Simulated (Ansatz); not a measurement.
# LuH2 (Fm-3m): phonons and vibrational spectra, part 2 of 2

Wanted: phonon frequencies of LuH2 (Fm-3m) and what follows from them.

Ansatz 0.2.0; DFT PBEsol, scalar-relativistic, plane waves, norm-conserving pseudopotentials.

So far. Step 3 (Relaxing to small forces for the phonons): The forces vanish by symmetry and the pressure is 0.000 GPa, within the tolerances set. The cell now holds 10.13 Å³/atom. The relaxed cell has a = 4.954 Å (conventional setting).

### 4. Zone-centre response

The zone centre comes first: it holds the modes that light can see, as far as symmetry allows. No field response is asked, since the mesh shows no gap.

input.yaml

```yaml
crystal:
  lattice:
    - [0.0, 2.4770976385, 2.4770976385]
    - [2.4770976385, 0.0, 2.4770976385]
    - [2.4770976385, 2.4770976385, 0.0]
  atoms:
    - { symbol: Lu, position: [0.0, 0.0, 0.0] }
    - { symbol: H, position: [0.25, 0.25, 0.25] }
    - { symbol: H, position: [0.75, 0.75, 0.75] }
kpoints:
  mp_grid: { grid: [16, 16, 16] }
hamiltonian:
  xc: pbesol
  pseudopotentials: { kind: nc }
scf:
  occupations: { method: methfessel_paxton, width: 0.15 }
output:
  eigenvalues: true
phonons:
  method: dfpt
```

Run with:

```bash
$ ansatz run input.yaml --threads 4 --pin off --max-ram 7168MiB --backend cpu --events-out ev --progress --plain --runs-dir out
```

Numbers of over 12 decimals in the logs are rounded to 6 here.

Log:

```text
zone centre: on kpoints.mp_grid the ground state, and the responses unless they are solved on pairs of k-points, stand on 349 of the mesh's 4096 k-points, reduced under 8 symmetry operations, with k and −k counted as one. Each operation leaves every solved displacement unchanged or reverses it
[...]
Crystal: 3 atoms, lattice volume = 30.399 Å³
Basis set: ecut = 1360.569312 eV, 3479 PW (Γ), exchange–correlation on 90×90×90 points (8 copies of the dense FFT grid, shifted against one another)
Bands: 18, of which v1, the nominal top of the filled ones, is band 14 counted from 1 (13 counted from 0)
Symmetry: 48 space group operations
k-points: 349 of 4096 (irreducible under 8 space group operations, time reversal used)
[...]
SCF iter   1: F=—  HF=-6740.723618 eV  |F-HF|=—  |Δ(HF+E_count)|=         —  Δρ=8.89e-2  dr2=2.06e0  ethr=3.10e-3  ⟨swp⟩=5.0  Hψ=26056  notcnv=0
[...]
SCF iter  10: F=-6739.955807 eV  HF=-6739.955807 eV  |F-HF|=9.09e-13  |Δ(HF+E_count)|=  1.46e-11  S|Δr|=    0.00e0  Δρ=8.15e-8  dr2=7.52e-13  ethr=1.00e-12  ⟨swp⟩=9.6  Hψ=37938  notcnv=0
SCF 1 converged in 10 iterations: F = -6739.955807 eV  dr2 = 7.52e-13
DFPT response loops at Γ: preconditioner auto → Kerker (q_TF=auto, 2.675 Å⁻¹) (partly filled bands, converged f_vac=0.000); β = 1.00, the filter's whole step (`scf.mixing.beta` (0.50) is not read by the response loops under this deck's `scf.mixing.preconditioner`; to damp them name `kerker` or `kerker_dos`, under which they read `scf.mixing.beta`, and type it under 1.00, their step now; both keys bind the ground state too); Broyden in place of MSR1
SCF converged after 10 iterations
[...]
Free energy (F): -6739.955807 eV
[...]
Internal energy: -6739.955415 eV  (E = F + TS)
E sigma→0 (E₀):  -6739.955709 eV
Entropy (-TS):   -0.000392 eV (-0.131 meV/atom)
Fermi energy:    14.751933 eV
[...]
--- Band table (eV; the first three rows and the last of 349) ---
  k-point 0: bands = [... 10 lower, 10.1915, 10.1915, 14.4598, 16.1633, 16.1633, 16.1633, 19.1403, 19.1403]
  k-point 1: bands = [... 10 lower, 10.1879, 10.1916, 13.9314, 16.2187, 16.2187, 16.8062, 19.0696, 19.0696]
  k-point 2: bands = [... 10 lower, 10.1780, 10.1919, 13.0977, 16.3626, 16.3626, 17.9598, 18.9138, 18.9138]
  k-point 348: bands = [... 10 lower, 10.1585, 10.4377, 10.4377, 13.6099, 16.5786, 21.0870, 21.5448, 21.5448]
--- Phonons (Γ-DFPT): 2 representative perturbations + reference, on 349 of 4096 k-points (Σ response iterations 7) ---
  k mesh reduced under 8 symmetry operations, with k and −k counted as one. Each operation leaves every solved displacement unchanged or reverses it
  ASR residual: 1.148e-4 → 0.000e0 eV/Å²; symmetrization residual: 1.477e-6 eV/Å²
  ASR residual per site (eV/Å²): 1.15e-4 8.38e-6 8.38e-6
  Γ frequencies (cm⁻¹): 0.00 0.00 0.00 996.20 996.20 996.20 1205.63 1205.63 1205.63
  non-analytic LO–TO correction: not included (Born effective charges unavailable; polar crystals: no LO–TO splitting at Γ)
```

Run time: 1.9 min. Hardware: 4 threads of Arm Neoverse N1, shared host; peak memory 2.7 GiB; 7.6 min of CPU time.

In the SCF lines HF is the Harris–Foulkes energy and dr2 the Hartree energy of the density residual, in eV; the loop may stop once dr2 is under the threshold and the program's other checks hold. Hψ counts applications of the Hamiltonian.

Numbers from this step:

* sum-rule residual before enforcement: 1.15e-4 eV/Å²
* point group: m-3m
* highest optical mode at the zone centre (no LO-TO term): 1206 cm⁻¹
* lowest optical zone-centre mode: 996.2 cm⁻¹

Patterns of degenerate modes are one choice out of their space. Modes at Γ, with each element's share of the kinetic energy:

| mode | frequency (cm⁻¹) | symmetry | Lu % | H % |
| --- | --- | --- | --- | --- |
| 1 | 0.0 | acoustic | 99 | 1 |
| 2 | 0.0 | acoustic | 99 | 1 |
| 3 | 0.0 | acoustic | 99 | 1 |
| 4 | 996.2 | T1u | 1 | 99 |
| 5 | 996.2 | T1u | 1 | 99 |
| 6 | 996.2 | T1u | 1 | 99 |
| 7 | 1205.6 | T2g | 0 | 100 |
| 8 | 1205.6 | T2g | 0 | 100 |
| 9 | 1205.6 | T2g | 0 | 100 |

Displacements in mode 5 (996.2 cm⁻¹), the largest set to 1:
```
Lu1  0.00  0.00 -0.01
H2   0.00  0.09  1.00
H3   0.00  0.09  1.00
```

Displacements in mode 8 (1205.6 cm⁻¹), the largest set to 1:
```
Lu1  0.00  0.00  0.00
H2   0.42  1.00  0.13
H3  -0.42 -1.00 -0.13
```

Before it was imposed, the acoustic sum rule was missed by 1.1e-4 eV/Å². Small misses are needed for a sound result but don't prove that mesh and cutoff are converged. The lowest optical mode is real, 996 cm⁻¹.

### 5. The dispersion

Stability and thermal properties need the whole zone. Linear response on a 4×4×4 q mesh gives force constants as far as a supercell of that size would.

input.yaml: that of step 4 with these lines changed.

```diff
@@ -20 +20,8 @@
   method: dfpt
+  qmesh: [4, 4, 4]
+  temperatures: { t_max: 1000, t_step: 50 }
+  qpath:
+    path:
+      - [[0.0, 0.0, 0.0], [0.5, 0.0, 0.5], [0.625, 0.25, 0.625]]
+      - [[0.375, 0.375, 0.75], [0.0, 0.0, 0.0], [0.5, 0.5, 0.5], [0.5, 0.25, 0.75], [0.5, 0.0, 0.5]]
+    npoints: 10
```

Log:

```text
Engine: ansatz 0.2.0, aarch64-unknown-linux-gnu
Pseudopotentials: kind: nc
Pseudopotential: Lu, nc, valence charge 25, recommended cutoff 1360.569312 eV (normal), Lu.nc.azcp (PseudoDojo's, or run here from an input of PseudoDojo's: the run reads no file of this project's for it)
Pseudopotential: H, nc, valence charge 1, recommended cutoff 979.609905 eV (normal), H.nc.azcp (PseudoDojo's, or run here from an input of PseudoDojo's: the run reads no file of this project's for it)
Functional definition: PBEsol
  exchange = pbesol_x
  correlation = pbesol_c
Error: memory limit exceeded: the `cold-start seed` phase of `dfpt pair set` needs 9.71 GiB against the run's memory maximum of 7.00 GiB; largest carriers: wavefunctions 7.61 GiB, plane-wave basis 1.71 GiB, unmodelled-tail allowance 0.36 GiB, source scf tables 0.03 GiB, fft grid 0.00 GiB; this run sums exchange and correlation above basis.xc_grid: 1 (its plan line states the level, which a resume's fixed deck keeps): [...]
with nothing else changed it takes a maximum of at least 9.72 GiB, with nothing to spare, and 10.69 GiB leaves up to a tenth: --max-ram 10.69GiB where that set the maximum, else more of the term that did, and with no share typed, where 10.69 GiB is over 0.88 of the host's memory or its container's limit, a share of 0.88 or more that holds the maximum too (--max-ram-frac F), where one does; The budget is ten elevenths [...]
```

Run time: 33 s. Hardware: 4 threads; peak memory 1.9 GiB.

The input was rejected at the start.

The program's message: “memory limit exceeded: the `cold-start seed` phase of `dfpt pair set` needs 9.71 GiB against the run's memory maximum of 7.00 GiB; largest carriers: wavefunctions 7.61 GiB, plane-wave basis 1.71 GiB, …”

### 6. Isotope substitution

An isotope changes the mass and not the force constants, so no new electronic calculation is needed; the shifts show which modes move this element.

The same force constants with the mass of H changed from 1.008 to 2.014 u (phonopy, no LO-TO term). Both lists are sorted by frequency; levels can cross, so a row need not hold one and the same mode. Modes under 3 cm⁻¹ are left out. Isotope shifts, by row:

| q | rank | natural mass (cm⁻¹) | changed mass (cm⁻¹) |
| --- | --- | --- | --- |
| 0 0 0 | 4 | 996.2 | 708.7 |
| 0 0 0 | 5 | 996.2 | 708.7 |
| 0 0 0 | 6 | 996.2 | 708.7 |
| 0 0 0 | 7 | 1206 | 852.9 |
| 0 0 0 | 8 | 1206 | 852.9 |
| 0 0 0 | 9 | 1206 | 852.9 |

A mode of this element alone would shift by -29.26 %. The highest zone-centre frequency without the field goes from 1205.6 to 852.9 cm⁻¹ (-29.3 %). The product of the frequency ratios over all optical modes at Γ is 0.127; the product rule, (m/m′)^(3k/2) (M′/M)^(3/2) with k = 2 such atoms and M the mass of the cell, gives 0.127.

### 7. What came out

| Quantity | Value |
| --- | --- |
| space group after relaxation (within 0.01 Å) | Fm-3m |
| volume per atom | 10.1 Å³ |
| electronic character | no gap on this mesh |
| highest optical mode at the zone centre (no LO-TO term) | 1206 cm⁻¹ |
| lowest optical zone-centre mode | 996 cm⁻¹ |
| imaginary modes at Γ (the only wavevector solved) | none |

**Reading.** The structure is stable against zone-centre distortions, since no mode there is imaginary; other wavevectors were not solved, so zone-boundary instabilities are untested. The optical modes at Γ span 996 to 1206 cm⁻¹. No dispersion was computed. The highest mode in this list at Γ, 1205.6 cm⁻¹, is mostly motion of H (100 % of the kinetic energy). With no gap, or one that is small against the smearing, the frequencies hang on the k mesh and the smearing, most of all near Kohn anomalies. The phonon runs are without spin polarisation, although the cell has an odd electron count. Spin-orbit coupling is left out, which can matter for the heavy elements here. These are harmonic frequencies at zero temperature: anharmonic shifts, linewidths and thermal expansion are left out.

[Logs are printed without paths, hosts, clocks, repeated set-up lines and the standing remarks that a program may print on its own settings, such as how far it seeks lower states.]

[Hosts, paths, dates, database ids (printed as entryN), source tags and the programs' standing remarks are cut or masked in the printed files.]
